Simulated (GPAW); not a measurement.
**STM contrast on VSi2N4 monolayer**

Wanted: filled- and empty-state images of VSi2N4 monolayer, with its work function.

Program: GPAW 26.7.0. Level of theory: GPAW, PAW setups; layer in a repeated cell with vacuum, relaxation of atoms and in-plane cell, in the first sound run; inputs show where later runs differ. Results are calculated unless marked as measured.

Report form: the programs' logs are mostly left out.

### Step 1. The starting structure

The cell holds 7 atoms: 4 N, 2 Si and 1 V. Cell: a = 2.920 Å, b = 2.920 Å, c = 20.831 Å, α = 90.0°, β = 90.0°, γ = 120.0°. Vacuum lies along c.

### Step 2. Relaxing the atoms

Forces are removed first; all later runs use this geometry.

run.py

```python
import json
import numpy as np
from ase import Atoms
from ase.filters import FrechetCellFilter
from ase.optimize import BFGS
from gpaw import GPAW, PW

slab = Atoms(
    ['N', 'Si', 'N', 'V', 'N', 'Si', 'N'],
    positions=[
        [0.00000, 0.00000, 7.00000],
        [-0.00000, 1.68586, 7.46943],
        [-0.00000, 1.68586, 9.21943],
        [0.00000, 0.00000, 10.41541],
        [-0.00000, 1.68586, 11.61138],
        [-0.00000, 1.68586, 13.36138],
        [0.00000, 0.00000, 13.83081]],
    cell=[[2.92, 0.0, 0.0], [-1.46, 2.52879, 0.0], [0.0, 0.0, 20.8308]],
    pbc=[True, True, True],
    magmoms=[0.0, 0.0, 0.0, 1.0, 0.0, 0.0, 0.0])

slab.calc = GPAW(mode=PW(600), xc='PBE', kpts={'size': (12, 12, 1), 'gamma': True},
                 occupations={'name': 'fermi-dirac', 'width': 0.05}, nbands='200%',
                 convergence={'density': 1e-05}, maxiter=200,
                 symmetry={'tolerance': 1e-3}, txt='slab.txt')
result = {}
# The in-plane cell is free; stress needs a cell that repeats along all three vectors
path = []
opt = BFGS(FrechetCellFilter(slab, mask=[1, 1, 0, 0, 0, 1]), maxstep=0.2)
opt.attach(lambda: path.append((slab.get_potential_energy(), slab.positions.tolist(), slab.get_forces().tolist())))
result['relaxed'] = bool(opt.run(fmax=0.02, steps=45))
result['path'] = path
result['cell'] = slab.cell.tolist()
print('in-plane lattice', slab.cell.cellpar().round(4)[[0, 1, 5]])
energy = slab.get_potential_energy()
fermi = slab.calc.get_fermi_level()
v = slab.calc.get_electrostatic_potential().mean((0, 1)) - fermi
n = slab.calc.get_pseudo_density().mean((0, 1))
L = slab.cell[2, 2]
z = np.arange(len(v)) * L / len(v)
low, high = slab.positions[:, 2].min(), slab.positions[:, 2].max()
below, above = np.interp([low - 4.8, high + 4.8], z, v)
slopes = [np.interp(x, z, np.gradient(v, z)) for x in (low - 4.8, high + 4.8)]
eps = np.array([[slab.calc.get_eigenvalues(k, s) for k in range(len(slab.calc.get_ibz_k_points()))]
                for s in range(slab.calc.get_number_of_spins())]) - fermi
top, bottom = eps[eps < 0].max(), eps[eps > 0].min()
dipole = slab.get_dipole_moment()[2]
print(f'energy {energy:.4f} eV, Fermi level {fermi:.4f} eV, dipole {dipole:.5f} e A')
print(f'potential 4.8 A off the faces, from the Fermi level: lower {below:.4f} eV, upper {above:.4f} eV')
print(f'slope of the potential there: lower {slopes[0]:.5f}, upper {slopes[1]:.5f} eV/A')
print(f'nearest levels on the mesh: {top:.4f} and {bottom:.4f} eV')
print('magnetic moment', round(slab.get_magnetic_moment(), 3))
result.update(energy=energy, fermi=fermi, dipole=dipole, below=below, above=above, slopes=slopes, edges=[top, bottom],
              z=z.tolist(), v=v.tolist(), n=n.tolist(), positions=slab.positions.tolist(),
              forces=slab.get_forces(apply_constraint=False).tolist(), moments=slab.get_magnetic_moments().tolist())
json.dump(result, open('result.json', 'w'))
```

Launch:

```console
> OMP_NUM_THREADS=1 OPENBLAS_NUM_THREADS=1 python run.py
```

The job ended after 35 min (1 thread of Arm Neoverse V1, shared host; peak memory 0.7 GiB).

Numbers from this step:

- dipole along the normal: 1.83e-4 e·Å
- levels nearest the Fermi level on the mesh: -0.01094, 0.1505 eV from the Fermi level
- site moments: 0.001255, 0.006898, -0.02400, 0.8961, -0.02400, 0.006898, 0.001255 μB
- sum of the site moments: 0.8644 μB

The electrostatic potential energy of an electron (without an applied field's), less the Fermi level, planar mean oscillates, so the rows of the table below give means over windows of 1.04 Å about each position, cut where the curve ends. Its maxima inside the range that stand out by 2 % of the span (Å: eV): 8.6: 0.0807, 9.6: -7.05, 11.2: -7.05, 12.2: 0.0790. Its minima: 7.0: -23.1, 9.3: -12.9, 10.4: -19.2, 11.5: -12.9, 13.8: -23.1.

Table of electrostatic potential energy of an electron (without an applied field's), less the Fermi level, planar mean by z; means over each step:

```csv
z (Å),"electrostatic potential energy of an electron (without an applied field's), less the Fermi level, planar mean (eV)"
0.52,5.60
1.56,5.60
2.60,5.60
3.64,5.60
4.68,5.57
5.72,4.50
6.76,-13.1
7.80,-13.4
8.84,-4.83
9.88,-11.6
10.92,-11.8
11.96,-5.12
13.00,-12.8
14.04,-13.8
15.08,4.37
16.12,5.56
17.16,5.60
18.20,5.60
19.24,5.60
20.28,5.60
```

Pseudo valence density, planar mean against z:

```csv
z (Å),"pseudo valence density, planar mean (e/Å³)"
4.0,1.4e-4
4.5,7.3e-4
5.0,0.00384
5.5,0.0209
6.0,0.116
6.5,0.532
7.0,0.904
7.5,0.504
8.0,0.264
8.5,0.305
9.0,0.660
9.5,0.751
10.0,1.01
10.5,1.95
11.0,0.727
11.5,0.779
12.0,0.524
12.5,0.260
13.0,0.304
13.5,0.692
14.0,0.860
14.5,0.338
15.0,0.0651
15.5,0.0117
16.0,0.00217
16.5,4.1e-4
17.0,8.1e-5
```

Site moment by atom:

```csv
atom,site moment (μB)
N1,0.001
Si2,0.007
N3,-0.024
V4,0.896
N5,-0.024
Si6,0.007
N7,0.001
```

The relaxation lowered the energy of the cell by 0.0611 eV (energies extrapolated to zero smearing; the optimiser's log prints free energies). The largest force left on a free atom is 0.0064 eV/Å.

### Step 3. Plane waves, PBE

The work function is the vacuum plateau of the electrostatic potential less the Fermi level; a dipole layer lets the two faces have plateaus of their own.

This step: GPAW, PAW setups; slab in vacuum (GPAW 26.7.0).

The cell differs from the one that the last finished run ended in (c 20.831 → 20.982 Å).

run.py

```python
import json
import numpy as np
from ase import Atoms
from ase.dft.stm import STM
from gpaw import GPAW, PW

slab = Atoms(
    ['N', 'Si', 'N', 'V', 'N', 'Si', 'N'],
    positions=[
        [-0.00000, 0.00000, 7.00000],
        [-0.00000, 1.65015, 7.55160],
        [0.00000, 1.65015, 9.31356],
        [-0.00000, -0.00000, 10.49093],
        [0.00000, 1.65015, 11.66828],
        [0.00000, 1.65015, 13.43025],
        [0.00000, 0.00000, 13.98185]],
    cell=[[2.85816, -0.0, 0.0], [-1.42908, 2.47523, 0.0], [0.0, 0.0, 20.9818]],
    pbc=[True, True, False],
    magmoms=[0.0, 0.0, 0.0, 1.0, 0.0, 0.0, 0.0])

slab.calc = GPAW(mode=PW(500), xc='PBE', kpts={'size': (12, 12, 1), 'gamma': True},
                 occupations={'name': 'fermi-dirac', 'width': 0.05}, nbands='200%',
                 convergence={'density': 1e-05}, maxiter=200,
                 poissonsolver={'dipolelayer': 'xy'},
                 symmetry={'tolerance': 1e-3}, txt='slab.txt')
result = {}
energy = slab.get_potential_energy()
fermi = slab.calc.get_fermi_level()
v = slab.calc.get_electrostatic_potential().mean((0, 1)) - fermi
n = slab.calc.get_pseudo_density().mean((0, 1))
L = slab.cell[2, 2]
z = np.arange(len(v)) * L / len(v)
low, high = slab.positions[:, 2].min(), slab.positions[:, 2].max()
below, above = np.interp([low - 4.8, high + 4.8], z, v)
slopes = [np.interp(x, z, np.gradient(v, z)) for x in (low - 4.8, high + 4.8)]
eps = np.array([[slab.calc.get_eigenvalues(k, s) for k in range(len(slab.calc.get_ibz_k_points()))]
                for s in range(slab.calc.get_number_of_spins())]) - fermi
top, bottom = eps[eps < 0].max(), eps[eps > 0].min()
dipole = slab.get_dipole_moment()[2]
print(f'energy {energy:.4f} eV, Fermi level {fermi:.4f} eV, dipole {dipole:.5f} e A')
print(f'potential 4.8 A off the faces, from the Fermi level: lower {below:.4f} eV, upper {above:.4f} eV')
print(f'slope of the potential there: lower {slopes[0]:.5f}, upper {slopes[1]:.5f} eV/A')
print(f'nearest levels on the mesh: {top:.4f} and {bottom:.4f} eV')
print('magnetic moment', round(slab.get_magnetic_moment(), 3))
result.update(energy=energy, fermi=fermi, dipole=dipole, below=below, above=above, slopes=slopes, edges=[top, bottom],
              z=z.tolist(), v=v.tolist(), n=n.tolist(), positions=slab.positions.tolist(),
              forces=slab.get_forces(apply_constraint=False).tolist(), moments=slab.get_magnetic_moments().tolist())

# Images need the states of the whole zone, up to time reversal
slab.calc = slab.calc.fixed_density(symmetry={'point_group': False}, txt='states.txt', nbands='260%',
                                    convergence={'bands': 'CBM+0.8'})
stm = STM(slab)
result['stm'] = []
for bias in [-0.5, 0.5]:
    height = high + 4.0
    current = stm.get_averaged_current(bias, height)
    x, y, h = stm.scan(bias, current)
    i, f = divmod(height / L * stm.ldos.shape[2], 1)
    I = abs((1 - f) * stm.ldos[:, :, int(i)] + f * stm.ldos[:, :, int(i) + 1])
    print(f'bias {bias} V: mean current at 4.0 A {current:.4e}, corrugation {np.ptp(h):.4f} A')
    result['stm'].append(dict(bias=bias, current=current, h=(h - high).tolist(), I=I.tolist()))
json.dump(result, open('result.json', 'w'))
```

Wall time 8.2 min (1 thread); peak memory 0.94 GiB.

This step gave:

* dipole along the normal: 8.17e-4 e·Å
* levels nearest the Fermi level on the mesh: -0.006748, 0.1459 eV from the Fermi level
* upper work function: 5.569 eV
* lower work function: 5.590 eV
* site moments: 0.001225, 0.006915, -0.02374, 0.8940, -0.02374, 0.006915, 0.001225 μB
* corrugation -0.5: 0.2893 Å
* corrugation 0.5: 0.2855 Å
* sum of the site moments: 0.8629 μB

The electrostatic potential energy of an electron (without an applied field's), less the Fermi level, planar mean oscillates, so the rows of the table below give means over windows of 1.12 Å about each position, cut where the curve ends. Its maxima inside the range that stand out by 2 % of the span (Å: eV): 8.6: 0.0293, 9.7: -6.98, 11.2: -6.98, 12.4: 0.0204. Its minima: 7.1: -23.2, 9.4: -12.9, 10.5: -19.2, 11.6: -12.9, 13.9: -23.2.

The electrostatic potential energy of an electron (without an applied field's), less the Fermi level, planar mean by z; means over each step:

```csv
z (Å),"electrostatic potential energy of an electron (without an applied field's), less the Fermi level, planar mean (eV)"
0.56,5.59
1.68,5.59
2.80,5.59
3.92,5.58
5.04,5.49
6.16,1.55
7.28,-19.8
8.40,-4.28
9.52,-9.15
10.64,-14.3
11.76,-7.08
12.88,-8.94
14.00,-16.0
15.12,4.07
16.24,5.53
17.36,5.57
18.48,5.57
19.60,5.57
20.72,5.57
```

Table of pseudo valence density, planar mean by z:

```csv
z (Å),"pseudo valence density, planar mean (e/Å³)"
0.00,0
0.56,3.1e-6
1.12,0
1.69,3.2e-6
2.25,0
2.81,5.5e-6
3.37,1.7e-5
3.93,9.5e-5
4.50,5.7e-4
5.06,0.00360
5.62,0.0237
6.18,0.161
6.74,0.745
7.31,0.808
7.87,0.317
8.43,0.265
8.99,0.601
9.55,0.767
10.12,1.08
10.68,1.74
11.24,0.684
11.80,0.720
12.36,0.321
12.93,0.267
13.49,0.586
14.05,0.877
14.61,0.292
15.17,0.0444
15.74,0.00659
16.30,0.00103
16.86,1.7e-4
17.42,3.0e-5
17.98,6.1e-6
18.55,3.8e-6
19.11,0
19.67,3.3e-6
20.23,0
20.79,3.2e-6
```

Tip height over the top atom over a1 and a2. Sample bias -0.5 V, constant current at the mean current 4.0 Å over the top atom.

Ten even steps from '0' (3.77 Å) to '9' (4.06 Å):
```
763568767865367
634556776554366
455568886555466
865689986568777
986890986898888
977899877997779
967888769998899
976666799998999
985558999999999
965569999999999
854588788998878
433478789998787
666678799997876
776678999998766
976489999998467
```
Columns: a1 from 0 to 0.933; rows upwards: a2 from 0 to 0.933.

Local density of states summed over the bias window over a1 and a2. Sample bias -0.5 V, constant height 4.0 Å over the top atom.

Ten even steps from '_' (0.77 × 1e-7 arbitrary) to '@' (1.51 × 1e-7 arbitrary):
```
**==++++++****++****++++++==**
++++==--::==++++==::--==++++==
++++--__::**##**::__--++++++++
**++::::**####**::::++********
##**==**##**##**==**####****##
%%**++########++**%%%%**++**%%
##++++******++++##@@%%****%%@@
##**==::::==**##@@@@%%**%%@@@@
%%**::__::**%%@@@@@@%%%%@@@@@@
##++----++##%%%%%%%%@@%%%%%%%%
**++==++**##******%%%%******##
++++++++****++**%%@@%%**++****
++==++++******%%@@@@%%******++
****==++**##%%@@@@@@%%##**++==
@@**++++**##%%####%%##**++==**
```
Columns: a1 from 0 to 0.933; rows upwards: a2 from 0 to 0.933.

Tip height over the top atom over a1 and a2. Sample bias 0.5 V, constant current at the mean current 4.0 Å over the top atom.

Values in Å, 15 rows by 15 columns:
```
4.00 4.14 4.19 3.97 3.99 4.04 3.98 3.95 3.98 4.04 3.99 3.97 4.19 4.14 4.00
4.05 4.19 3.96 4.00 4.07 4.04 4.00 4.00 4.04 4.07 4.00 3.96 4.19 4.05 4.00
3.98 3.97 4.00 4.08 4.09 4.07 4.07 4.07 4.09 4.08 4.00 3.97 3.98 3.99 3.99
3.97 3.99 4.07 4.09 4.09 4.11 4.11 4.09 4.09 4.07 3.99 3.97 3.96 3.95 3.96
3.99 4.04 4.04 4.07 4.11 4.12 4.11 4.07 4.04 4.04 3.99 3.96 3.92 3.92 3.96
3.99 3.98 4.00 4.07 4.11 4.11 4.07 4.00 3.98 3.99 3.98 3.95 3.92 3.95 3.98
3.96 3.95 4.00 4.07 4.09 4.07 4.00 3.95 3.96 4.00 4.02 4.04 4.04 4.02 4.00
3.96 3.98 4.04 4.09 4.09 4.04 3.98 3.96 3.99 4.01 4.01 3.99 4.01 4.01 3.99
3.99 4.04 4.07 4.08 4.07 4.04 3.99 4.00 4.01 3.98 3.93 3.93 3.98 4.01 4.00
3.99 3.99 4.00 4.00 3.99 3.99 3.98 4.02 4.01 3.93 3.90 3.93 4.01 4.02 3.98
3.97 3.97 3.96 3.97 3.97 3.96 3.95 4.04 3.99 3.93 3.93 3.99 4.04 3.95 3.96
3.98 4.19 4.19 3.98 3.96 3.92 3.92 4.04 4.01 3.98 4.01 4.04 3.92 3.92 3.96
4.05 4.14 4.05 3.99 3.95 3.92 3.95 4.02 4.01 4.01 4.02 3.95 3.92 3.95 3.99
4.00 4.00 4.00 3.99 3.96 3.96 3.98 4.00 3.99 4.00 3.98 3.96 3.96 3.99 4.00
3.96 4.00 4.05 3.98 3.97 3.99 3.99 3.96 3.96 3.99 3.99 3.97 3.98 4.05 4.00
```
Columns: a1 from 0 to 0.933; rows upwards: a2 from 0 to 0.933.

Local density of states summed over the bias window over a1 and a2. Sample bias 0.5 V, constant height 4.0 Å over the top atom.

Values in units of 1e-7 arbitrary, 15 rows by 15 columns:
```
0.8 0.9 0.8 0.7 0.8 0.9 0.8 0.7 0.8 0.9 0.8 0.7 0.8 0.9 0.8
0.9 0.8 0.7 0.8 1.0 0.9 0.8 0.8 0.9 1.0 0.8 0.7 0.8 0.9 0.8
0.8 0.7 0.8 1.0 1.1 1.1 1.1 1.1 1.1 1.0 0.8 0.7 0.8 0.7 0.7
0.7 0.8 1.0 1.1 1.3 1.3 1.3 1.3 1.1 1.0 0.8 0.7 0.6 0.6 0.6
0.8 0.9 0.9 1.1 1.3 1.5 1.3 1.1 0.9 0.9 0.8 0.7 0.6 0.6 0.7
0.8 0.8 0.8 1.1 1.3 1.3 1.1 0.8 0.8 0.8 0.8 0.7 0.7 0.7 0.8
0.7 0.7 0.8 1.1 1.3 1.1 0.8 0.7 0.7 0.8 0.9 0.9 0.9 0.9 0.8
0.7 0.8 0.9 1.1 1.1 0.9 0.8 0.7 0.8 0.9 0.9 0.8 0.9 0.9 0.8
0.8 0.9 1.0 1.0 1.0 0.9 0.8 0.8 0.9 0.8 0.6 0.6 0.8 0.9 0.8
0.8 0.8 0.8 0.8 0.8 0.8 0.8 0.9 0.9 0.6 0.4 0.6 0.9 0.9 0.8
0.7 0.7 0.7 0.7 0.7 0.7 0.7 0.9 0.8 0.6 0.6 0.8 0.9 0.7 0.7
0.8 0.8 0.8 0.8 0.6 0.6 0.7 0.9 0.9 0.8 0.9 0.9 0.7 0.6 0.6
0.9 0.9 0.9 0.7 0.6 0.6 0.7 0.9 0.9 0.9 0.9 0.7 0.6 0.6 0.7
0.8 0.8 0.8 0.7 0.6 0.7 0.8 0.8 0.8 0.8 0.8 0.7 0.6 0.7 0.8
0.6 0.8 0.9 0.8 0.7 0.8 0.8 0.7 0.7 0.8 0.8 0.7 0.8 0.9 0.8
```
Columns: a1 from 0 to 0.933; rows upwards: a2 from 0 to 0.933.

Force by atom:

```csv
atom,x (eV/Å),y (eV/Å),z (eV/Å),size
N1,0.000,0.000,-0.194,0.194
Si2,0.000,0.000,0.040,0.040
N3,0.000,0.000,0.101,0.101
V4,0.000,0.000,0.000,0.000
N5,0.000,0.000,-0.101,0.101
Si6,0.000,0.000,-0.040,0.040
N7,0.000,0.000,0.194,0.194
```

The potential is flat to 0.002 eV/Å where it is read, so the vacuum is wide enough.

### Step 4. A changed run

One more run, with changed settings.

run.py

```python
import json
import numpy as np
from ase import Atoms
from gpaw import GPAW, PW

slab = Atoms(
    ['N', 'Si', 'N', 'V', 'N', 'Si', 'N'],
    positions=[
        [-0.00000, 0.00000, 7.00000],
        [-0.00000, 1.65015, 7.55160],
        [0.00000, 1.65015, 9.31356],
        [-0.00000, -0.00000, 10.49093],
        [0.00000, 1.65015, 11.66828],
        [0.00000, 1.65015, 13.43025],
        [0.00000, 0.00000, 13.98185]],
    cell=[[2.85816, -0.0, 0.0], [-1.42908, 2.47523, 0.0], [0.0, 0.0, 20.9818]],
    pbc=[True, True, False],
    magmoms=[0.0, 0.0, 0.0, 1.0, 0.0, 0.0, 0.0])

slab.calc = GPAW(mode=PW(500), xc='PBE', kpts={'size': (12, 12, 1), 'gamma': True},
                 occupations={'name': 'fermi-dirac', 'width': 0.05}, nbands='200%',
                 convergence={'density': 1e-05}, maxiter=50,
                 poissonsolver={'dipolelayer': 'xy'},
                 symmetry={'tolerance': 1e-3}, txt='slab.txt')
result = {}
energy = slab.get_potential_energy()
fermi = slab.calc.get_fermi_level()
v = slab.calc.get_electrostatic_potential().mean((0, 1)) - fermi
n = slab.calc.get_pseudo_density().mean((0, 1))
L = slab.cell[2, 2]
z = np.arange(len(v)) * L / len(v)
low, high = slab.positions[:, 2].min(), slab.positions[:, 2].max()
below, above = np.interp([low - 1.0, high + 1.0], z, v)
slopes = [np.interp(x, z, np.gradient(v, z)) for x in (low - 1.0, high + 1.0)]
eps = np.array([[slab.calc.get_eigenvalues(k, s) for k in range(len(slab.calc.get_ibz_k_points()))]
                for s in range(slab.calc.get_number_of_spins())]) - fermi
top, bottom = eps[eps < 0].max(), eps[eps > 0].min()
dipole = slab.get_dipole_moment()[2]
print(f'energy {energy:.4f} eV, Fermi level {fermi:.4f} eV, dipole {dipole:.5f} e A')
print(f'potential 1.0 A off the faces, from the Fermi level: lower {below:.4f} eV, upper {above:.4f} eV')
print(f'slope of the potential there: lower {slopes[0]:.5f}, upper {slopes[1]:.5f} eV/A')
print(f'nearest levels on the mesh: {top:.4f} and {bottom:.4f} eV')
print('magnetic moment', round(slab.get_magnetic_moment(), 3))
result.update(energy=energy, fermi=fermi, dipole=dipole, below=below, above=above, slopes=slopes, edges=[top, bottom],
              z=z.tolist(), v=v.tolist(), n=n.tolist(), positions=slab.positions.tolist(),
              forces=slab.get_forces(apply_constraint=False).tolist(), moments=slab.get_magnetic_moments().tolist())
json.dump(result, open('result.json', 'w'))
```

The job ended after 2.4 min (1 thread; peak memory 0.31 GiB).

The run finished. A setting was moved off its sound value on purpose, so it serves as a test and not as the result.

The fault put into the input: the potential probed 1 A off the face (probe = 1.0).

### Step 5. What came out

```yaml
work_function_upper_and_lower_face: 5.569 and 5.590 eV
dipole_along_the_normal: 8.2e-4 e Å
corrugation_at_minus_0p5_v: 0.289 Å as printed, 0.13 Å or less without short-wave noise
corrugation_at_0p5_v: 0.285 Å as printed, 0.12 Å or less without short-wave noise
```

At -0.5 V and 0.5 V GPAW's map carries short-wave noise, which can't be real at this height: without waves under 1.5 Å it spans 0.13 Å against 0.29 Å printed and 0.12 Å against 0.29 Å printed. The reading below uses the filtered value, which may still be too high. The tip height varies by 0.12 to 0.13 Å over the cell, much the same at every bias tried. Negative sample bias images filled states, positive bias empty ones. The images are of Tersoff-Hamann type: an s-wave tip, no tip-sample forces, heights closer than in a microscope. The small printed dipole stands for a step of -21 meV from the lower to the upper face, and the probes find -21 meV; values this small are near the numerical noise of both. One magnetic start was tried; another order may lie lower. The layer's cell and atoms come from the relaxation; spin-orbit coupling and temperature are left out.

[Logs are printed without paths, hosts, clocks, repeated set-up lines and the standing remarks that a program may print on its own settings, such as how far it seeks lower states.]

[Hosts, paths, dates, database ids (printed as entryN), source tags and the programs' standing remarks are cut or masked in the printed files.]
